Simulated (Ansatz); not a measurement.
**RbGdSe2 (R-3m): how robust is the cRPA U?**

Aim: hold the target of a cRPA run on RbGdSe2 (R-3m) and move one thing at a time.

Calculated with Ansatz 0.2.0; constrained RPA on LDA, plane waves, PAW.

Most raw output is cut from this account.

## Step 1: The starting structure

The structure is trigonal, space group R-3m (No. 166). Conventional cell: a = 4.247 Å, b = 4.247 Å, c = 23.689 Å, α = 90.00°, β = 90.00°, γ = 120.00°. Nearest to Rb lie 6 Se at 3.41 Å. Nearest to Gd lie 6 Se at 2.91 Å. Se has 3 Gd at 2.91 Å and 3 Rb at 3.41 Å nearest. Farther neighbours and most contacts between anions are not listed.

Structure file:

```cif
data_structure
_symmetry_space_group_name_H-M 'P 1'
_symmetry_Int_Tables_number 1
_cell_length_a 8.2683
_cell_length_b 8.2683
_cell_length_c 8.2683
_cell_angle_alpha 29.765
_cell_angle_beta 29.765
_cell_angle_gamma 29.765
_cell_volume 123.36
loop_
_atom_site_label
_atom_site_type_symbol
_atom_site_fract_x
_atom_site_fract_y
_atom_site_fract_z
_atom_site_occupancy
Rb1 Rb 0.00000 0.00000 0.00000 1
Gd2 Gd 0.50000 0.50000 0.50000 1
Se3 Se 0.23314 0.23314 0.23314 1
Se4 Se 0.76686 0.76686 0.76686 1
```

The cell and positions come from the Crystallography Open Database and are kept as given unless a step says otherwise. Spin-orbit coupling is left out unless a step names it. The default PAW set here is soft_2. Its files were made with PBE.

## Step 2: Base: Gd f, bands v4 to c3, 4×4×4 mesh, medium accuracy

Constrained RPA screens the interaction with every transition except those inside the target bands, which a later many-body model would treat itself.

input.yaml

```yaml
crystal:
  lattice:
    - [3.55785196, 6.5611466, 3.55785197]
    - [3.55785196, 3.55785197, 6.5611466]
    - [6.5611466, 3.55785197, 3.55785197]
  atoms:
    - { symbol: Rb, position: [0.0, 0.0, 0.0] }
    - { symbol: Gd, position: [0.5, 0.5, 0.5] }
    - { symbol: Se, position: [0.23314, 0.23314, 0.23314] }
    - { symbol: Se, position: [0.76686, 0.76686, 0.76686] }
kpoints:
  mp_grid: { grid: [8, 8, 8] }
hamiltonian:
  xc: lda
scf:
  occupations: { method: gaussian, width: 0.08 }
  n_extra_bands: 21
  max_iter: 150
output:
  crpa:
    kmesh: [4, 4, 4]
    target_bands: [v4, c3]
    projections: [{ species: Gd, l: f, shell: 4 }]
  local_orbitals:
    kmesh: [8, 8, 8]
    orbitals: [{ species: Gd, l: f, shell: 4 }]
    window: { bands: [v4, c3] }
    seedname: lo
```

Command:

```sh
$ ansatz run input.yaml --threads 4 --pin off --max-ram 9216MiB --backend cpu --events-out ev --progress --plain --runs-dir out
```

Elapsed: 24 min, on 4 threads of Arm Neoverse V1, shared host; peak memory 1.6 GiB; 1.5 h of CPU time.

This step gave:

```yaml
u: 3.901 eV
u_prime_inter_orbital: 2.741 eV
j: 0.5598 eV
bare_v: 27.88 eV
bare_j: 0.7527 eV
stated_bound_on_u: 0.009943 eV
u_over_bare_v: 0.1399
electrons_in_the_window: 7.000
head_of_the_constrained_inverse_dielectric_matrix: 0.1717
least_eigenvalue_of_the_projection_s_overlap: 0.6209
target_functions: 7
bands_in_the_sums: 66
r_m_s_miss_of_the_model_bands: 0.001455 eV
width_of_the_target_bands: 0.5723 eV
weight_of_the_projected_orbitals_in_the_window: 0.9322
```

On the Gd f shell, screening brings the on-site interaction from 27.9 eV down to U = 3.90 eV.

## Step 3: Changed: 2×2×2 mesh

Edit input.yaml of step 2 so:

```diff
@@ -20,9 +20,4 @@
   crpa:
-    kmesh: [4, 4, 4]
+    kmesh: [2, 2, 2]
     target_bands: [v4, c3]
     projections: [{ species: Gd, l: f, shell: 4 }]
-  local_orbitals:
-    kmesh: [8, 8, 8]
-    orbitals: [{ species: Gd, l: f, shell: 4 }]
-    window: { bands: [v4, c3] }
-    seedname: lo
```

The job ended after 99 s (4 threads; peak memory 1.4 GiB).

This step gave:

| Item | Value |
| --- | --- |
| U | 4.128 eV |
| U prime (inter-orbital) | 2.984 eV |
| J | 0.5351 eV |
| bare V | 27.48 eV |
| bare J | 0.7395 eV |
| stated bound on U | 0.008529 eV |
| U over bare V | 0.1502 |
| electrons in the window | 7.000 |
| head of the constrained inverse dielectric matrix | 0.1704 |
| least eigenvalue of the projection's overlap | 0.6209 |
| target functions | 7 |
| bands in the sums | 66 |
| width of the target bands | 0.5723 eV |
| weight of the projected orbitals in the window | 0.9322 |

On the Gd f shell, screening brings the on-site interaction from 27.5 eV down to U = 4.13 eV.

## Step 4: Changed: a wide Fermi-Dirac smearing

Edit input.yaml of step 3 so:

```diff
@@ -15,3 +15,3 @@
 scf:
-  occupations: { method: gaussian, width: 0.08 }
+  occupations: { method: fermi_dirac, width: 1.0 }
   n_extra_bands: 21
@@ -20,3 +20,3 @@
   crpa:
-    kmesh: [2, 2, 2]
+    kmesh: [4, 4, 4]
     target_bands: [v4, c3]
```

Run time: 10 s. Hardware: 4 threads; peak memory 0.77 GiB.

The self-consistent loop converged; the step after it was not made. The program's words: cRPA refused: cRPA: band v10 at k-index 0 must be full below output.crpa.target_bands = [v4, c3] or empty above, but its occupation deviates by 1.69e-2 of a full band (tolerance 1e-3). Include the band in the window or, for the tail of a fermi_dirac temperature, lower scf.occupations.width or leave the width out

The fault put into this input: a wide Fermi-Dirac smearing.

## Step 5: Side by side

Times are wall times on 4 threads of Arm Neoverse V1, shared host, good to a factor of about two.

```csv
run,bare V (eV),U (eV),J (eV),bound on U (eV),width (eV),time
target window,27.88,3.901,0.560,0.0099,0.57,24 min
2×2×2 mesh,27.48,4.128,0.535,0.0085,0.57,99 s
```

## Step 6: Outcome

```json
{
  "target window": "U 3.90 eV, J 0.56 eV",
  "2×2×2 mesh": "U 4.13 eV, J 0.54 eV"
}
```

**Reading.** 2×2×2 mesh moves U by +0.23 eV at 0.070 times the time. The printed bound covers the solver alone, not the mesh, and no denser mesh than the base was run. The parent state is non-magnetic and the interaction static (zero frequency); U depends on the window and the orbitals, so it belongs to this model alone.

[Paths, hosts, dates, memory and timing lines, banners, echoed tables and standing remarks are left out of the program output.]

[Logs are printed without paths, hosts, clocks, repeated set-up lines and the standing remarks that a program may print on its own settings, such as how far it seeks lower states.]

[Runs of the session that timed out or met a known fault of the program may be left out.]

[Hosts, paths, dates, database ids (printed as entryN), source tags and the programs' standing remarks are cut or masked in the printed files.]
